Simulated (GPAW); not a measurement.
# Ballistic transport through a Re chain with one Cu atom in line, cheap and dear

Aim: T(E), conductance and thermopower of a Re chain with one Cu atom in line, and what cheaper settings cost in accuracy.

Program: GPAW 26.7.0. Level of theory: GPAW LCAO, PAW setups; Landauer transmission from Green's functions with principal layers (ASE), zero bias. Results are calculated unless marked as measured.

### Step 1. Set-up

The cell holds 15 atoms: 14 Re and 1 Cu. Its edges and angles: a = 9.000 Å, b = 9.000 Å, c = 33.800 Å, α = 90.0°, β = 90.0°, γ = 90.0°. Regions: left lead, 7 atoms (7 Re); channel, 1 atom (1 Cu); right lead, 7 atoms (7 Re). Vacuum lies along a and b. The structure is stacked along c, and the current runs across the ab planes.

### Step 2. GPAW, dzp

The script solves lead and junction separately, takes H and S in the orbital basis, and joins semi-infinite leads through their self-energies; the dzp basis is the working standard.

Contents of run.py:

```python
import json
import numpy as np
from ase import Atoms
from ase.transport.calculators import TransportCalculator
from gpaw import GPAW, FermiDirac
from gpaw.lcao.tools import get_lcao_hamiltonian
from scipy.linalg import eigh

# The junction with lead layers at both ends, along the third cell vector
device = Atoms(
    ['Re', 'Re', 'Re', 'Re', 'Re', 'Re', 'Re', 'Cu', 'Re', 'Re', 'Re', 'Re', 'Re', 'Re', 'Re'],
    positions=[
        [4.50000, 4.50000, 1.12500],
        [4.50000, 4.50000, 3.37500],
        [4.50000, 4.50000, 5.62500],
        [4.50000, 4.50000, 7.87500],
        [4.50000, 4.50000, 10.12500],
        [4.50000, 4.50000, 12.37500],
        [4.50000, 4.50000, 14.62500],
        [4.50000, 4.50000, 16.90000],
        [4.50000, 4.50000, 19.17500],
        [4.50000, 4.50000, 21.42500],
        [4.50000, 4.50000, 23.67500],
        [4.50000, 4.50000, 25.92500],
        [4.50000, 4.50000, 28.17500],
        [4.50000, 4.50000, 30.42500],
        [4.50000, 4.50000, 32.67500]],
    cell=[[9.0, 0.0, 0.0], [0.0, 9.0, 0.0], [0.0, 0.0, 33.8]],
    pbc=True)

# One principal layer of the lead: the first 5 atoms of the device
lead = Atoms(
    ['Re', 'Re', 'Re', 'Re', 'Re'],
    positions=[
        [4.50000, 4.50000, 1.12500],
        [4.50000, 4.50000, 3.37500],
        [4.50000, 4.50000, 5.62500],
        [4.50000, 4.50000, 7.87500],
        [4.50000, 4.50000, 10.12500]],
    cell=[[9.0, 0.0, 0.0], [0.0, 9.0, 0.0], [0.0, 0.0, 11.25]],
    pbc=True)

settings = dict(mode='lcao', basis='dzp', xc='PBE', h=0.2,
                occupations=FermiDirac(0.1), maxiter=250,
                mixer=dict(beta=0.1, nmaxold=8, weight=100.0),
                convergence=dict(density=0.0001))
energies = np.arange(-3, 3 + 1e-9, 0.075)
eta = 0.0001
n1, n2 = 1, 1
# k and -k transmit alike, so half of the mesh across the current serves
mesh = [(i, j) for i in range(n1) for j in range(n2) if (i, j) <= (-i % n1, -j % n2)]
weights = np.array([1 if (i, j) == (-i % n1, -j % n2) else 2 for i, j in mesh]) / (n1 * n2)

# [... helper functions left out ...]
fermi_lead = ground_state(lead, (1, 1, 10), 'lead.txt')
fermi_device = ground_state(device, (1, 1, 3), 'device.txt')
# [... loop over the mesh left out, but for ...]
        # Shift the lead onto the potential of the device's first layer
        shift = ((H[:, 0, 0] - H0[:, 0, 0]) / S0[0, 0]).real.mean()
# [...]
kT = 8.617333e-5 * 300
bias = [0.1, 0.2, 0.5, 1.0, 1.5, 2.0]
# [... integrals and printing left out ...]
```

Started as:

```console
$ OMP_NUM_THREADS=1 OPENBLAS_NUM_THREADS=1 python run.py
```

What it wrote:

```text
basis functions: device 393, principal layer 135
Fermi level: lead -3.0903 eV, device -3.0924 eV; lead shifted by 0.0145 eV
largest coupling past the next layer 1.50e-06 eV, largest misfit of the first layer 0.231 eV
  E-E_F (eV)   T (one spin)  [channel counts left out]
    -3.000    1.6629e+00
    -2.925    1.5478e+00
    -2.850    1.4120e+00
    -2.775    1.2315e+00
    -2.700    9.7363e-01
    -2.625    6.7030e-01
    -2.550    7.0085e-01
    -2.475    1.1490e+00
    -2.400    1.4968e+00
    -2.325    1.5884e+00
    -2.250    1.6013e+00
    -2.175    1.5908e+00
    -2.100    1.5773e+00
    -2.025    1.5584e+00
    -1.950    1.5439e+00
    -1.875    1.5344e+00
[...]
2.475    9.8820e-01
     2.550    9.8851e-01
     2.625    9.8874e-01
     2.700    9.8892e-01
     2.775    9.8906e-01
     2.850    9.8918e-01
     2.925    9.8928e-01
     3.000    9.8937e-01
conductance at 300 K: 1.6879 G0 a cell; thermopower -0.5631 uV/K
current from the zero-bias T(E) at 0.1 V: 13.076 uA
current from the zero-bias T(E) at 0.2 V: 26.144 uA
current from the zero-bias T(E) at 0.5 V: 65.201 uA
current from the zero-bias T(E) at 1.0 V: 129.37 uA
current from the zero-bias T(E) at 1.5 V: 192.17 uA
current from the zero-bias T(E) at 2.0 V: 253.97 uA
```

It took 6.2 min on 1 thread of AMD EPYC 7R43, shared host; peak memory 1.3 GiB.

This step gave:

```yaml
conductance: 1.688 G₀
largest_coupling_past_the_next_principal_layer: 1.50e-6 eV
largest_misfit_of_the_first_principal_layer: 0.2312 eV
shift_that_aligns_the_lead: 0.01448 eV
basis_functions_of_the_junction: 393
basis_functions_of_a_principal_layer: 135
transmission_at_the_fermi_level_one_spin: 1.689
```

One spin. Table of transmission, zone mean by energy, zero at the Fermi level:

| energy (eV) | transmission, zone mean |
| --- | --- |
| -3.00 | 1.66 |
| -2.77 | 1.23 |
| -2.55 | 0.701 |
| -2.40 | 1.50 |
| -2.17 | 1.59 |
| -1.95 | 1.54 |
| -1.73 | 1.53 |
| -1.57 | 1.52 |
| -1.35 | 1.52 |
| -1.12 | 1.54 |
| -0.90 | 1.56 |
| -0.75 | 1.57 |
| -0.53 | 1.60 |
| -0.30 | 1.64 |
| -0.07 | 1.68 |
| 0.00 | 1.69 |
| 0.07 | 1.70 |
| 0.30 | 1.70 |
| 0.53 | 1.67 |
| 0.75 | 1.64 |
| 0.90 | 1.62 |
| 1.12 | 1.65 |
| 1.35 | 1.75 |
| 1.57 | 1.91 |
| 1.73 | 2.03 |
| 1.95 | 2.52 |
| 2.17 | 0.985 |
| 2.40 | 0.988 |
| 2.55 | 0.989 |
| 2.77 | 0.989 |
| 3.00 | 0.989 |

Not self-consistent under bias; the bias window is split evenly. Current through one cell, from the zero-bias transmission against bias:

| bias (V) | current through one cell, from the zero-bias transmission (μA) |
| --- | --- |
| 0.100 | 13.1 |
| 0.200 | 26.1 |
| 0.500 | 65.2 |
| 1.000 | 129 |
| 1.500 | 192 |
| 2.000 | 254 |

The transmission of the three most open eigenchannels by energy, zero at the Fermi level:

| energy (eV) | channel 1 | channel 2 | channel 3 |
| --- | --- | --- | --- |
| -3.00 | 0.798 | 0.432 | 0.432 |
| -2.85 | 0.657 | 0.378 | 0.378 |
| -2.70 | 0.333 | 0.333 | 0.308 |
| -2.55 | 0.294 | 0.294 | 0.113 |
| -2.33 | 0.961 | 0.248 | 0.248 |
| -2.17 | 0.977 | 0.227 | 0.227 |
| -2.02 | 0.981 | 0.214 | 0.214 |
| -1.88 | 0.979 | 0.208 | 0.208 |
| -1.73 | 0.974 | 0.208 | 0.208 |
| -1.57 | 0.973 | 0.212 | 0.212 |
| -1.35 | 0.978 | 0.221 | 0.221 |
| -1.20 | 0.980 | 0.229 | 0.229 |
| -1.05 | 0.979 | 0.237 | 0.237 |
| -0.90 | 0.976 | 0.245 | 0.245 |
| -0.75 | 0.972 | 0.254 | 0.254 |
| -0.60 | 0.969 | 0.265 | 0.265 |
| -0.38 | 0.966 | 0.285 | 0.285 |
| -0.23 | 0.965 | 0.301 | 0.301 |
| -0.07 | 0.965 | 0.315 | 0.315 |
| 0.00 | 0.965 | 0.322 | 0.322 |
| 0.07 | 0.966 | 0.327 | 0.327 |
| 0.23 | 0.968 | 0.333 | 0.333 |
| 0.38 | 0.970 | 0.332 | 0.332 |
| 0.60 | 0.973 | 0.322 | 0.322 |
| 0.75 | 0.973 | 0.315 | 0.315 |
| 0.90 | 0.970 | 0.314 | 0.314 |
| 1.05 | 0.966 | 0.324 | 0.324 |
| 1.20 | 0.960 | 0.348 | 0.348 |
| 1.35 | 0.955 | 0.390 | 0.390 |
| 1.57 | 0.949 | 0.480 | 0.480 |
| 1.73 | 0.945 | 0.543 | 0.543 |
| 1.88 | 0.965 | 0.634 | 0.634 |
| 2.02 | 0.981 | 0.0949 | 0.0949 |
| 2.17 | 0.985 | 8.4e-9 | 1.3e-11 |
| 2.33 | 0.987 | 8.2e-9 | 1.7e-12 |
| 2.55 | 0.989 | 7.8e-9 | 1.1e-12 |
| 2.70 | 0.989 | 7.5e-9 | 1.0e-12 |
| 2.85 | 0.989 | 7.2e-9 | 0 |
| 3.00 | 0.989 | 6.8e-9 | 0 |

Couplings past the next layer reach 1.5e-6 eV, small enough to drop; the matrix elements of the cell's first layer differ from the bulk lead's by up to 0.23 eV. That layer keeps its own values in the calculation, and only beyond it is the lead taken as perfect. The Fermi levels of lead and junction count from different zeros of potential, one for each periodic cell; with both set to zero, the small remaining shift is what aligns them. Without spin-orbit coupling, which is large for these atoms, channel counts and T are those of the scalar-relativistic bands. By hand: G = 1.688 × 77.48 μS = 131 μS, a resistance of 7.65 kΩ; at 0.1 V a linear junction would pass 13.1 μA, and the integral over the bias window gives 13.1 μA.

### Step 3. Single-zeta polarised basis

One radial function a shell plus polarisation makes the matrices smaller; the question is what that costs.

run.py, as its differences from that of step 2:

```diff
@@ -42,3 +42,3 @@
 
-settings = dict(mode='lcao', basis='dzp', xc='PBE', h=0.2,
+settings = dict(mode='lcao', basis='szp(dzp)', xc='PBE', h=0.2,
                 occupations=FermiDirac(0.1), maxiter=250,
```

What it wrote:

```text
basis functions: device 219, principal layer 75
Fermi level: lead -2.9483 eV, device -2.9489 eV; lead shifted by 0.0098 eV
largest coupling past the next layer 1.50e-06 eV, largest misfit of the first layer 0.248 eV
  E-E_F (eV)   T (one spin)  [channel counts left out]
    -3.000    1.2834e+00
    -2.925    1.1441e+00
    -2.850    9.6149e-01
    -2.775    7.3143e-01
    -2.700    5.3589e-01
    -2.625    6.0763e-01
    -2.550    9.4015e-01
    -2.475    1.2276e+00
    -2.400    1.4163e+00
    -2.325    1.4657e+00
    -2.250    1.4937e+00
    -2.175    1.4897e+00
    -2.100    1.4744e+00
    -2.025    1.4613e+00
    -1.950    1.4534e+00
    -1.875    1.4498e+00
[...]
2.475    9.9355e-01
     2.550    9.9373e-01
     2.625    9.9387e-01
     2.700    9.9399e-01
     2.775    9.9411e-01
     2.850    9.9424e-01
     2.925    9.9439e-01
     3.000    9.9456e-01
conductance at 300 K: 1.6256 G0 a cell; thermopower -0.6536 uV/K
current from the zero-bias T(E) at 0.1 V: 12.594 uA
current from the zero-bias T(E) at 0.2 V: 25.179 uA
current from the zero-bias T(E) at 0.5 V: 62.789 uA
current from the zero-bias T(E) at 1.0 V: 124.54 uA
current from the zero-bias T(E) at 1.5 V: 184.9 uA
current from the zero-bias T(E) at 2.0 V: 244.32 uA
```

Run time: 4.2 min. Hardware: 1 thread; peak memory 1.3 GiB.

This step gave:

* conductance: 1.626 G₀
* largest misfit of the first principal layer: 0.2480 eV
* shift that aligns the lead: 0.009816 eV
* basis functions of the junction: 219
* basis functions of a principal layer: 75
* transmission at the Fermi level (one spin): 1.626

One spin. Transmission, zone mean against energy, zero at the Fermi level:

| energy (eV) | transmission, zone mean |
| --- | --- |
| -3.0000 | 1.28 |
| -2.7750 | 0.731 |
| -2.4750 | 1.23 |
| -2.2500 | 1.49 |
| -2.0250 | 1.46 |
| -1.7250 | 1.45 |
| -1.5000 | 1.45 |
| -1.2750 | 1.46 |
| -0.9750 | 1.49 |
| -0.7500 | 1.50 |
| -0.5250 | 1.53 |
| -0.2250 | 1.58 |
| 0.0000 | 1.63 |
| 0.2250 | 1.64 |
| 0.5250 | 1.61 |
| 0.7500 | 1.58 |
| 0.9750 | 1.57 |
| 1.2750 | 1.66 |
| 1.5000 | 1.81 |
| 1.7250 | 1.96 |
| 1.9500 | 2.78 |
| 2.0250 | 0.989 |
| 2.2500 | 0.992 |
| 2.4750 | 0.994 |
| 2.7750 | 0.994 |
| 3.0000 | 0.995 |

Not self-consistent under bias; the bias window is split evenly. Table of current through one cell, from the zero-bias transmission by bias:

| bias (V) | current through one cell, from the zero-bias transmission (μA) |
| --- | --- |
| 0.100 | 12.6 |
| 0.200 | 25.2 |
| 0.500 | 62.8 |
| 1.000 | 125 |
| 1.500 | 185 |
| 2.000 | 244 |

Table of transmission of the three most open eigenchannels by energy, zero at the Fermi level:

| energy (eV) | channel 1 | channel 2 | channel 3 |
| --- | --- | --- | --- |
| -3.0000 | 0.634 | 0.325 | 0.325 |
| -2.7750 | 0.278 | 0.278 | 0.176 |
| -2.4750 | 0.779 | 0.224 | 0.224 |
| -2.2500 | 0.973 | 0.197 | 0.197 |
| -2.0250 | 0.979 | 0.183 | 0.183 |
| -1.7250 | 0.970 | 0.182 | 0.182 |
| -1.5000 | 0.975 | 0.190 | 0.190 |
| -1.2750 | 0.980 | 0.200 | 0.200 |
| -0.9750 | 0.977 | 0.213 | 0.213 |
| -0.7500 | 0.972 | 0.225 | 0.225 |
| -0.5250 | 0.969 | 0.242 | 0.242 |
| -0.2250 | 0.969 | 0.271 | 0.271 |
| 0.0000 | 0.969 | 0.293 | 0.293 |
| 0.2250 | 0.972 | 0.304 | 0.304 |
| 0.5250 | 0.977 | 0.298 | 0.298 |
| 0.7500 | 0.976 | 0.287 | 0.287 |
| 0.9750 | 0.971 | 0.290 | 0.290 |
| 1.2750 | 0.959 | 0.342 | 0.342 |
| 1.5000 | 0.955 | 0.423 | 0.423 |
| 1.7250 | 0.954 | 0.504 | 0.504 |
| 2.0250 | 0.989 | 1.8e-9 | 1.8e-9 |
| 2.2500 | 0.992 | 1.3e-9 | 0 |
| 2.4750 | 0.994 | 1.2e-9 | 0 |
| 2.7750 | 0.994 | 1.0e-9 | 0 |
| 3.0000 | 0.995 | 8.6e-10 | 0 |

The conductance, 1.63 G₀, lies 3.7 % below that of the dzp run.

### Step 4. Minimal basis

One function for each valence shell of the setup, as for a first survey of a large system.

run.py, as its differences from that of step 3:

```diff
@@ -42,3 +42,3 @@
 
-settings = dict(mode='lcao', basis='szp(dzp)', xc='PBE', h=0.2,
+settings = dict(mode='lcao', basis='sz(dzp)', xc='PBE', h=0.2,
                 occupations=FermiDirac(0.1), maxiter=250,
```

What it wrote:

```text
basis functions: device 174, principal layer 60
Fermi level: lead -2.9933 eV, device -2.9703 eV; lead shifted by 0.0134 eV
largest coupling past the next layer 1.49e-06 eV, largest misfit of the first layer 0.198 eV
  E-E_F (eV)   T (one spin)  [channel counts left out]
    -3.000    5.9516e-01
    -2.925    4.2751e-01
    -2.850    4.8353e-01
[...]
2.925    9.9646e-01
     3.000    9.9640e-01
conductance at 300 K: 1.4564 G0 a cell; thermopower -0.308 uV/K
current from the zero-bias T(E) at 0.1 V: 11.283 uA
current from the zero-bias T(E) at 0.2 V: 22.559 uA
current from the zero-bias T(E) at 0.5 V: 56.297 uA
current from the zero-bias T(E) at 1.0 V: 111.83 uA
current from the zero-bias T(E) at 1.5 V: 166.36 uA
current from the zero-bias T(E) at 2.0 V: 220.11 uA
```

Run time: 2.8 min. Hardware: 1 thread; peak memory 1.2 GiB.

This step gave:

```
conductance                                    : 1.456 G₀
largest coupling past the next principal layer : 1.49e-6 eV
largest misfit of the first principal layer    : 0.1979 eV
shift that aligns the lead                     : 0.01344 eV
basis functions of the junction                : 174
basis functions of a principal layer           : 60
transmission at the Fermi level (one spin)     : 1.457
```

One spin. Table of transmission, zone mean by energy, zero at the Fermi level:

energy (eV), transmission, zone mean and a bar from the least value:
```
    -3.00       0.60 ###
    -2.85       0.48 
    -2.70       1.06 ##############
    -2.55       1.28 ###################
    -2.33       1.39 #####################
    -2.17       1.38 #####################
    -2.02       1.36 #####################
    -1.88       1.36 #####################
    -1.73       1.36 #####################
    -1.57       1.36 #####################
    -1.35       1.37 #####################
    -1.20       1.38 #####################
    -1.05       1.38 #####################
    -0.90       1.39 #####################
    -0.75       1.39 #####################
    -0.60       1.40 ######################
    -0.38       1.41 ######################
    -0.23       1.44 ######################
    -0.07       1.45 #######################
     0.00       1.46 #######################
     0.07       1.46 #######################
     0.23       1.46 #######################
     0.38       1.45 #######################
     0.60       1.42 ######################
     0.75       1.40 #####################
     0.90       1.38 #####################
     1.05       1.38 #####################
     1.20       1.39 #####################
     1.35       1.43 ######################
     1.57       1.53 #########################
     1.73       1.61 ###########################
     1.88       1.68 ############################
     1.95       1.76 ##############################
     2.02       1.00 ############
     2.17       1.00 ############
     2.33       1.00 ############
     2.55       1.00 ############
     2.70       1.00 ############
     2.85       1.00 ############
     3.00       1.00 ############
```

The conductance, 1.46 G₀, lies 14 % below that of the dzp run.

### Step 5. LDA in the dzp basis: xc = "LDA"

Back in the dzp basis, the functional changes from PBE to LDA, to set the spread between functionals beside that between bases.

run.py, as its differences from that of step 4:

```diff
@@ -42,3 +42,3 @@
 
-settings = dict(mode='lcao', basis='sz(dzp)', xc='PBE', h=0.2,
+settings = dict(mode='lcao', basis='dzp', xc='LDA', h=0.2,
                 occupations=FermiDirac(0.1), maxiter=250,
```

What it wrote:

```text
basis functions: device 393, principal layer 135
Fermi level: lead -3.3546 eV, device -3.3615 eV; lead shifted by 0.0126 eV
largest coupling past the next layer 1.62e-06 eV, largest misfit of the first layer 0.228 eV
  E-E_F (eV)   T (one spin)  [channel counts left out]
    -3.000    1.5903e+00
    -2.925    1.4783e+00
    -2.850    1.3423e+00
[...]
2.925    9.8886e-01
     3.000    9.8887e-01
conductance at 300 K: 1.6901 G0 a cell; thermopower -0.5822 uV/K
current from the zero-bias T(E) at 0.1 V: 13.093 uA
current from the zero-bias T(E) at 0.2 V: 26.177 uA
current from the zero-bias T(E) at 0.5 V: 65.264 uA
current from the zero-bias T(E) at 1.0 V: 129.37 uA
current from the zero-bias T(E) at 1.5 V: 191.92 uA
current from the zero-bias T(E) at 2.0 V: 253.3 uA
```

The job ended after 6.2 min (1 thread; peak memory 1.3 GiB).

This step gave:

```yaml
conductance: 1.690 G₀
largest_coupling_past_the_next_principal_layer: 1.62e-6 eV
largest_misfit_of_the_first_principal_layer: 0.2277 eV
shift_that_aligns_the_lead: 0.01260 eV
basis_functions_of_the_junction: 393
basis_functions_of_a_principal_layer: 135
transmission_at_the_fermi_level_one_spin: 1.691
```

The conductance equals that of the dzp run to 0.2 %.

### Step 6. All levels side by side

Times are for 1 thread of AMD EPYC 7R43, shared host. Results by setting:

| no. | run | conductance (G₀) | time | memory (GiB) |
| --- | --- | --- | --- | --- |
| 1 | dzp | 1.688 | 6.2 min | 1.3 |
| 2 | szp | 1.626 | 4.2 min | 1.3 |
| 3 | sz | 1.456 | 2.8 min | 1.2 |
| 4 | dzp LDA | 1.690 | 6.2 min | 1.3 |

### Step 7. Comparison

The curves are compared point by point over the common energies.

This step: comparison of transmission and cost over codes and levels (GPAW 26.7.0).

Ladder, by row:

| step | code | T at the Fermi level (sum over the listed spins) | conductance (G0) | r.m.s. T(E) from the first | wall time (s) | peak memory (GiB) | threads |
| --- | --- | --- | --- | --- | --- | --- | --- |
| dzp | GPAW | 1.689 | 1.688 | 0 | 372.5 | 1.32 | 1 |
| szp | GPAW | 1.626 | 1.626 | 0.1314 | 253 | 1.26 | 1 |
| sz | GPAW | 1.457 | 1.456 | 0.3193 | 170.5 | 1.22 | 1 |
| dzp-LDA | GPAW | 1.691 | 1.69 | 0.1676 | 369.2 | 1.34 | 1 |

Table of transmission, zone mean, sum over the listed spins by energy, zero at the Fermi level:

| energy (eV) | dzp | szp | sz | dzp-LDA |
| --- | --- | --- | --- | --- |
| -3.0000 | 1.66 | 1.28 | 0.595 | 1.59 |
| -2.7750 | 1.23 | 0.731 | 0.785 | 1.16 |
| -2.4750 | 1.15 | 1.23 | 1.29 | 1.17 |
| -2.2500 | 1.60 | 1.49 | 1.39 | 1.58 |
| -2.0250 | 1.56 | 1.46 | 1.36 | 1.54 |
| -1.7250 | 1.53 | 1.45 | 1.36 | 1.51 |
| -1.5000 | 1.52 | 1.45 | 1.37 | 1.51 |
| -1.2750 | 1.53 | 1.46 | 1.37 | 1.51 |
| -0.9750 | 1.55 | 1.49 | 1.39 | 1.54 |
| -0.7500 | 1.57 | 1.50 | 1.39 | 1.56 |
| -0.5250 | 1.60 | 1.53 | 1.41 | 1.59 |
| -0.2250 | 1.65 | 1.58 | 1.44 | 1.65 |
| 0.0000 | 1.69 | 1.63 | 1.46 | 1.69 |
| 0.2250 | 1.70 | 1.64 | 1.46 | 1.71 |
| 0.5250 | 1.67 | 1.61 | 1.43 | 1.67 |
| 0.7500 | 1.64 | 1.58 | 1.40 | 1.63 |
| 0.9750 | 1.63 | 1.57 | 1.38 | 1.61 |
| 1.2750 | 1.70 | 1.66 | 1.41 | 1.68 |
| 1.5000 | 1.85 | 1.81 | 1.49 | 1.81 |
| 1.7250 | 2.03 | 1.96 | 1.61 | 1.98 |
| 1.9500 | 2.52 | 2.78 | 1.76 | 2.29 |
| 2.0250 | 1.17 | 0.989 | 0.999 | 2.64 |
| 2.2500 | 0.986 | 0.992 | 0.998 | 0.987 |
| 2.4750 | 0.988 | 0.994 | 0.997 | 0.988 |
| 2.7750 | 0.989 | 0.994 | 0.997 | 0.989 |
| 3.0000 | 0.989 | 0.995 | 0.996 | 0.989 |

[end of part 1 of 2]

[Logs are printed without paths, hosts, clocks, repeated set-up lines and the standing remarks that a program may print on its own settings, such as how far it seeks lower states.]

[Hosts, paths, dates, database ids (printed as entryN), source tags and the programs' standing remarks are cut or masked in the printed files.]
